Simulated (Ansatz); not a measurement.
## Phonons of ZnS (Wurtzite-2H, P6_3mc) against volume

Aim: how do the optical modes of ZnS (Wurtzite-2H, P6_3mc) move with volume?

Calculated with Ansatz 0.2.0; DFT LDA, scalar-relativistic, plane waves, PAW; PAW set soft_1.

This is a report of a sequence of runs, with most program output left out.

The database entry behind the starting cell differs from later determinations by our own check (about 0.4 % short), so it need not match the best structure at ambient conditions.

## Step 1: The structure

It takes space group P6_3mc (No. 186, hexagonal). The conventional cell has a = 3.811 Å, b = 3.811 Å, c = 6.234 Å, α = 90.00°, β = 90.00°, γ = 120.00°. S has 4 Zn at 2.31 to 2.40 Å nearest. Nearest to Zn lie 4 S at 2.31 to 2.40 Å. Farther neighbours and most contacts between anions are not listed.

## Step 2: Relaxation

Harmonic phonons are second derivatives at a point where the forces vanish, and they are wanted at zero stress, so atoms and cell are relaxed first.

input.yaml reads:

```yaml
crystal:
  lattice:
    - [3.811, 0.0, 0.0]
    - [-1.9055, 3.3004228138, 0.0]
    - [0.0, 0.0, 6.234]
  atoms:
    - { symbol: S, position: [0.33333333, 0.66666667, 0.385] }
    - { symbol: S, position: [0.66666667, 0.33333333, 0.885] }
    - { symbol: Zn, position: [0.33333333, 0.66666667, 0.0] }
    - { symbol: Zn, position: [0.66666667, 0.33333333, 0.5] }
kpoints:
  mp_grid: { grid: [9, 9, 6] }
hamiltonian:
  xc: lda
  pseudopotentials: { kind: paw, azcp: { folder: soft_1 }, xc_functional: pbe }
scf:
  occupations: { method: gaussian, width: 0.02 }
output:
  forces: true
  stress: true
  eigenvalues: true
relax:
  adjacent_minimum: "off"
  f_tol: 0.005
  max_steps: 80
  cell: { stress_tol: 0.05 }
```

Started as:

```
$ ansatz run input.yaml --threads 8 --pin off --max-ram 16384MiB --backend cpu --events-out ev --progress --plain --runs-dir out
```

The job ended after 9.7 s (8 threads of Arm Neoverse V1, shared host; peak memory 0.53 GiB; 70 s of CPU time).

Step by step:

```
step  energy less that of the first step (eV)  largest force component (eV/Å)  pressure (GPa)  volume (Å³)
   1                                   0.0000                          0.2941           -3.91        78.41
   2                                  -0.0558                          0.2289           -1.67        75.96
   3                                  -0.0748                          0.0079            0.50        73.92
   4                                  -0.0754                          0.0025           -0.02        74.35
   5                                  -0.0754                          0.0002            0.00        74.34
  6*                                  -0.0739                          0.0002            0.00        74.34
```

Relaxation steps marked * repeat the geometry before them on a plane-wave basis chosen anew for their cell, so energy and pressure can jump there.

The run keeps the 12 symmetry operations that it works with, so distortions that break them were not tested.

```csv
"conventional cell, symmetrised",before,after,change
a (Å),3.811,3.738,-1.9 %
b (Å),3.811,3.738,-1.9 %
c (Å),6.234,6.143,-1.5 %
volume (Å³/atom),19.60,18.58,-5.2 %
```

The atoms that moved most (Å, as changes of fractional coordinates times the final cell):

```csv
atom,dx,dy,dz,length
S2,0.000,0.000,-0.034,0.034
Zn3,0.000,0.000,0.034,0.034
Zn4,0.000,0.000,0.034,0.034
S1,0.000,0.000,-0.034,0.034
```

This step gave:

| Item | Value |
| --- | --- |
| pressure | -0.002456 GPa |
| gap on the k-mesh | 2.186 eV |
| volume per atom | 18.58 Å³ |

In this step the volume went from 19.60 to 18.58 Å³/atom.

## Step 3: Tight relaxation

A first tight relaxation and response on 9×9×6 k points, not shown, drew a warning on the mesh, so the tight relaxation is repeated on 12×12×8 points.

input.yaml, the sections that differ from step 2:

```yaml
crystal:
  lattice:
    - [3.7381578269, 0.0, 0.0]
    - [-1.8690789135, 3.2373396415, 0.0]
    - [0.0, 0.0, 6.1428450306]
  atoms:
    - { symbol: S, position: [0.3333333333, 0.6666666667, 0.3794072644] }
    - { symbol: S, position: [0.6666666667, 0.3333333333, 0.8794072644] }
    - { symbol: Zn, position: [0.3333333333, 0.6666666667, 0.0055927356] }
    - { symbol: Zn, position: [0.6666666667, 0.3333333333, 0.5055927356] }
kpoints:
  mp_grid: { grid: [12, 12, 8] }
scf:
  occupations: { method: fixed }
relax:
  adjacent_minimum: "off"
  f_tol: 0.001
  max_steps: 60
  cell: { stress_tol: 0.01 }
# hamiltonian, output: as in step 2
```

It took 7 s on 8 threads; peak memory 0.56 GiB.

Little changed from the start: no atom moved by 0.005 Å and no cell edge by 0.1 %.

This step gave:

```
pressure : -0.002843 GPa
```

The largest force component left is 0.24 meV/Å and the pressure is -0.003 GPa, within the tolerances set. The cell now holds 18.58 Å³/atom.

## Step 4: Modes at rest

The modes at rest are the reference of the series, and the response to a field gives the dielectric tensor and the Born charges.

input.yaml, as its differences from that of step 3:

```diff
@@ -18,9 +18,7 @@
 output:
-  forces: true
-  stress: true
   eigenvalues: true
-relax:
-  adjacent_minimum: "off"
-  f_tol: 0.001
-  max_steps: 60
-  cell: { stress_tol: 0.01 }
+phonons:
+  method: dfpt
+  dielectric: true
+  rigid_motions: translations
+  raman: true
```

Run time: 5.7 min. Hardware: 8 threads; peak memory 2.5 GiB; 44 min of CPU time.

This step gave:

* sum-rule residual before enforcement: 2.29e-4 eV/Å²
* miss of the charge sum rule: 9.75e-4 e
* estimated error of the dielectric tensor: 0.02028
* estimated error of the Born charges: 0.01350 e
* point group: 6mm
* highest optical mode at the zone centre (no LO-TO term): 348.9 cm⁻¹
* lowest optical zone-centre mode: 70.57 cm⁻¹
* mean high-frequency dielectric constant: 6.104
* largest Born charge (third of the trace): -1.868 e
* mean static dielectric constant: 8.626
* top of the zone-centre spectrum with the field: 348.9 cm⁻¹

Without the LO-TO term. Patterns of degenerate modes are one choice out of their space. The modes at Γ (shares of kinetic energy by element, %):

```
mode  frequency (cm⁻¹)  symmetry  S %  Zn %
   1               0.0  acoustic   33    67
   2               0.0  acoustic   33    67
   3               0.0  acoustic   33    67
   4              70.6        E2   26    74
   5              70.6        E2   26    74
   6             199.8        B1    4    96
   7             289.4        A1   67    33
   8             293.5        E1   67    33
   9             293.5        E1   67    33
  10             299.1        E2   74    26
  11             299.1        E2   74    26
  12             348.9        B1   96     4
```

Displacements in mode 4 (70.6 cm⁻¹), the largest set to 1:
```
S1   0.84  0.00  0.00
S2  -0.84  0.00  0.00
Zn3 -1.00  0.00  0.00
Zn4  1.00  0.00  0.00
```

Displacements in mode 12 (348.9 cm⁻¹), the largest set to 1:
```
S1   0.00  0.00 -1.00
S2   0.00  0.00  1.00
Zn3  0.00  0.00  0.14
Zn4  0.00  0.00 -0.14
```

Optical modes at the zone centre, without and with the macroscopic field of the longitudinal modes; each column is sorted by frequency, so a row need not hold one and the same mode. Modes with and without the field, by row:

```csv
rank among optical modes,no field (cm⁻¹),"q along (1, 0, 0) (cm⁻¹)","q along (0, 0, 1) (cm⁻¹)"
1,70.6,70.6,70.6
2,70.6,70.6,70.6
3,199.8,199.8,199.8
4,289.4,289.4,293.5
5,293.5,293.5,293.5
6,293.5,299.1,299.1
7,299.1,299.1,299.1
8,299.1,346.7,348
9,348.9,348.9,348.9
```

Born charge (rows field, columns displacement) (e), principal values of the symmetric part by kind of site:

| atom | atoms with these values | low | middle | high | mean |
| --- | --- | --- | --- | --- | --- |
| S1 | 2 | -1.94 | -1.83 | -1.83 | -1.87 |
| Zn3 | 2 | 1.83 | 1.83 | 1.94 | 1.87 |

In full for S1:

```
-1.83  0.00  0.00
 0.00 -1.83  0.00
 0.00  0.00 -1.94
```

High-frequency dielectric tensor:

```
6.06 0.00 0.00
0.00 6.06 0.00
0.00 0.00 6.19
```

Static dielectric tensor (ions relaxed, fixed cell):

```
8.46 0.00 0.00
0.00 8.46 0.00
0.00 0.00 8.96
```

Transverse modes. Infrared lines, with heights relative to the strongest:

| position (cm⁻¹) | label | relative intensity |
| --- | --- | --- |
| 71 | E2 | 0.0 |
| 200 | B1 | 0.0 |
| 289 | A1 | 56 |
| 294 | E1 | 100 |
| 299 | E2 | 0.0 |
| 349 | B1 | 0.0 |

Activity x (w_L - w)^4 (n + 1)/w, 532 nm, 300 K; the tensors are static ones, while 532 nm light lies above the computed direct gap, where resonance would change the heights; modes without the macroscopic field alone. Lines of the Raman spectrum (strongest = 100):

| position (cm⁻¹) | label | relative intensity |
| --- | --- | --- |
| 71 | E2 | 4.3 |
| 200 | B1 | 0.0 |
| 289 | A1 | 41 |
| 294 | E1 | 67 |
| 299 | E2 | 100 |
| 349 | B1 | 0.0 |

Before it was imposed, the acoustic sum rule was missed by 2.3e-4 eV/Å² and the charge sum rule by 9.8e-4 e. Small misses are needed for a sound result but don't prove that mesh and cutoff are converged. The lowest optical mode is real, 70.6 cm⁻¹.

## Step 5: Relaxation of a member: 1.06 times the volume at rest

The cell is set to 1.06 times the volume at rest, and shape and atoms relax at that volume.

input.yaml, the sections that differ from step 4:

```yaml
crystal:
  lattice:
    - [3.8131214082, 0.0, 0.0]
    - [-1.9065607041, 3.3022600072, 0.0]
    - [0.0, 0.0, 6.2579116168]
  atoms:
    - { symbol: S, position: [0.3333333333, 0.6666666667, 0.379656287] }
    - { symbol: S, position: [0.6666666667, 0.3333333333, 0.879656287] }
    - { symbol: Zn, position: [0.3333333333, 0.6666666667, 0.005343713] }
    - { symbol: Zn, position: [0.6666666667, 0.3333333333, 0.505343713] }
output:
  forces: true
  stress: true
  eigenvalues: true
relax:
  adjacent_minimum: "off"
  f_tol: 0.001
  max_steps: 60
  cell: { stress_tol: 0.01, fix: [volume] }
# kpoints, hamiltonian, scf: as in step 4
# phonons: removed
```

Run time: 13 s. Hardware: 8 threads; peak memory 0.5 GiB; 99 s of CPU time.

Little changed from the start: no atom moved by 0.005 Å and no cell edge by 0.1 %.

Numbers from this step:

- pressure: -4.403 GPa
- gap on the k-mesh: 1.926 eV
- volume per atom: 19.70 Å³

The largest force component left is 0.023 meV/Å, at a pressure of -4.40 GPa.

## Step 6: Modes of this member: 1.06 times the volume at rest

The zone-centre modes follow for 1.06 times the volume at rest, with the response to a field.

input.yaml, the sections that differ from step 5:

```yaml
crystal:
  lattice:
    - [3.8137697336, 0.0, 0.0]
    - [-1.9068848668, 3.3028214735, 0.0]
    - [0.0, 0.0, 6.2557841584]
  atoms:
    - { symbol: S, position: [0.3333333333, 0.6666666667, 0.3797624124] }
    - { symbol: S, position: [0.6666666667, 0.3333333333, 0.8797624124] }
    - { symbol: Zn, position: [0.3333333333, 0.6666666667, 0.0052375876] }
    - { symbol: Zn, position: [0.6666666667, 0.3333333333, 0.5052375876] }
output:
  eigenvalues: true
phonons:
  method: dfpt
  dielectric: true
  rigid_motions: translations
# kpoints, hamiltonian, scf: as in step 5
# relax: removed
```

The job ended after 1.8 min (8 threads; peak memory 2.7 GiB).

This step gave:

```yaml
sum_rule_residual_before_enforcement: 2.63e-4 eV/Å²
miss_of_the_charge_sum_rule: 0.001516 e
estimated_error_of_the_dielectric_tensor: 0.01721
estimated_error_of_the_born_charges: 0.01318 e
highest_optical_mode_at_the_zone_centre_no_lo_to_term: 320.6 cm⁻¹
lowest_optical_zone_centre_mode: 75.28 cm⁻¹
mean_high_frequency_dielectric_constant: 6.128
largest_born_charge_third_of_the_trace: -1.951 e
mean_static_dielectric_constant: 9.323
top_of_the_zone_centre_spectrum_with_the_field: 324.8 cm⁻¹
```

Without the LO-TO term. Patterns of degenerate modes are one choice out of their space. Modes at Γ, with each element's share of the kinetic energy:

```csv
mode,frequency (cm⁻¹),symmetry,S %,Zn %
1,0.0,acoustic,33,67
2,0.0,acoustic,33,67
3,0.0,acoustic,33,67
4,75.3,E2,24,76
5,75.3,E2,24,76
6,188.6,B1,2,98
7,259.1,A1,67,33
8,265.5,E1,67,33
9,265.5,E1,67,33
10,268.6,E2,76,24
11,268.6,E2,76,24
12,320.6,B1,98,2
```

Transverse modes. Lines of the infrared spectrum (strongest = 100):

| position (cm⁻¹) | label | relative intensity |
| --- | --- | --- |
| 75 | E2 | 0.0 |
| 189 | B1 | 0.0 |
| 259 | A1 | 56 |
| 266 | E1 | 100 |
| 269 | E2 | 0.0 |
| 321 | B1 | 0.0 |

Without the LO-TO term the lowest optical mode is real, 75.3 cm⁻¹, and the highest lies at 320.6 cm⁻¹.

## Step 7: A member of the series: 0.9 times the volume at rest

The cell is set to 0.9 times the volume at rest, and shape and atoms relax at that volume.

input.yaml, the sections that differ from step 6:

```yaml
crystal:
  lattice:
    - [3.6041068942, 0.0, 0.0]
    - [-1.8020534471, 3.1212481283, 0.0]
    - [0.0, 0.0, 5.9474665663]
  atoms:
    - { symbol: S, position: [0.3333333333, 0.6666666667, 0.3786933308] }
    - { symbol: S, position: [0.6666666667, 0.3333333333, 0.8786933308] }
    - { symbol: Zn, position: [0.3333333333, 0.6666666667, 0.0063066692] }
    - { symbol: Zn, position: [0.6666666667, 0.3333333333, 0.5063066692] }
output:
  forces: true
  stress: true
  eigenvalues: true
relax:
  adjacent_minimum: "off"
  f_tol: 0.001
  max_steps: 60
  cell: { stress_tol: 0.01, fix: [volume] }
# kpoints, hamiltonian, scf: as in step 6
# phonons: removed
```

The job ended after 14 s (8 threads; peak memory 0.55 GiB; 1.7 min of CPU time).

Step by step:

```
step  energy less that of the first step (eV)  largest force component (eV/Å)  pressure (GPa)  volume (Å³)
   1                                   0.0000                          0.0083           11.43        66.90
   2                                   0.0000                          0.0078           11.43        66.90
   3                                   0.0000                          0.0046           11.42        66.90
   4                                   0.0000                          0.0025           11.42        66.90
   5                                   0.0000                          0.0000           11.42        66.90
  6*                                   0.0000                          0.0000           11.42        66.90
```

Relaxation steps marked * repeat the geometry before them on a plane-wave basis chosen anew for their cell, so energy and pressure can jump there.

Forces are held to the 12 operations that the run works with; a distortion that breaks them can't arise in this run.

```csv
"conventional cell, symmetrised",before,after,change
a (Å),3.604,3.602,-0.1 %
b (Å),3.604,3.602,-0.1 %
c (Å),5.947,5.954,+0.1 %
volume (Å³/atom),16.73,16.73,-0.0 %
```

Final coordinates:

```xyz
4
Lattice="3.6022 0.0000 0.0000 -1.8011 3.1196 0.0000 0.0000 0.0000 5.9536" Properties=species:S:1:pos:R:3 pbc="T T T"
S     0.0000    2.0798    2.2531
S     1.8011    1.0399    5.2299
Zn    0.0000    2.0798    0.0390
Zn    1.8011    1.0399    3.0159
```

This step gave:

| Property | Result |
| --- | --- |
| pressure | 11.42 GPa |
| gap on the k-mesh | 2.660 eV |
| volume per atom | 16.73 Å³ |

The largest force component left is 0.0096 meV/Å, at a pressure of 11.42 GPa.

[end of part 1 of 2]

[Logs are printed without paths, hosts, clocks, repeated set-up lines and the standing remarks that a program may print on its own settings, such as how far it seeks lower states.]

[Hosts, paths, dates, database ids (printed as entryN), source tags and the programs' standing remarks are cut or masked in the printed files.]
